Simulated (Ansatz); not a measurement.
ScAl3 (Pm-3m): Drude plasma energy against volume

The cell of ScAl3 (Pm-3m) is scaled evenly and the response computed anew at each volume, on one mesh. The atoms keep their fractional positions.

It takes space group Pm-3m (No. 221, cubic). Conventional cell: a = 4.088 Å, b = 4.088 Å, c = 4.088 Å, α = 90.00°, β = 90.00°, γ = 90.00°. Around Sc on site a lie 12 Al at 2.89 Å. Al on site c has 4 Sc at 2.89 Å and 8 Al at 2.89 Å as nearest neighbours.

Method: Ansatz 0.2.0, PBE, independent particles, k-mesh 10×10×10 with interpolation inside its cells, Gaussian parameter 0.1 eV.

Launch of the response step: `ansatz run input.yaml --threads 4 --pin off --max-ram 8192MiB --backend cpu --events-out ev --progress --plain --runs-dir out`. The series took 2.2 min in all, on 4 threads of Intel(R) Xeon(R) Processor @ 2.70GHz, on a shared host.

| V/V₀ | V (Å³, primitive cell) | Drude plasma energy (eV) |
| --- | --- | --- |
| 0.94 | 64.21 | 5.8903 |
| 0.96 | 65.58 | 5.8364 |
| 0.98 | 66.94 | 5.7849 |
| 1.00 | 68.31 | 5.7352 |
| 1.02 | 69.67 | 5.6891 |
| 1.04 | 71.04 | ? |
| 1.06 | 72.41 | 5.6073 |

For small changes the quantity should be close to linear in ln V.

Working, on the rows shown:

| x = ln(V/V₀) | y = Drude plasma energy |
| --- | --- |
| -0.0618754 | 5.8903 |
| -0.040822 | 5.8364 |
| -0.0202027 | 5.7849 |
| 0 | 5.7352 |
| 0.0198026 | 5.6891 |
| 0.0582689 | 5.6073 |

Means: x̄ = -0.0074714, ȳ = 5.7572. Σ(x − x̄)(y − ȳ) = -0.02211, Σ(x − x̄)² = 0.009356. Slope = -0.02211 / 0.009356 = -2.363; intercept = ȳ − slope · x̄ = 5.7395. The line misses the rows shown by at most 0.0055 eV.

Q: Fill in the last column of the withheld row.

A: At x = 0.039221 the line gives y = 5.6468 eV. The run gave 5.6460 eV, so the interpolation is off by 0.00085 eV, 0.3 % of the range in the table.

Between the rows on either side of x = 0 the slope is (5.6891 − 5.7849) / (0.019803 − (-0.020203)) = -2.395. So d ln ωp/d ln V = -0.42; free electrons would give −0.50. The values come from a sum over the points of one k-mesh and carry its error, which is largest for Fermi-surface quantities.
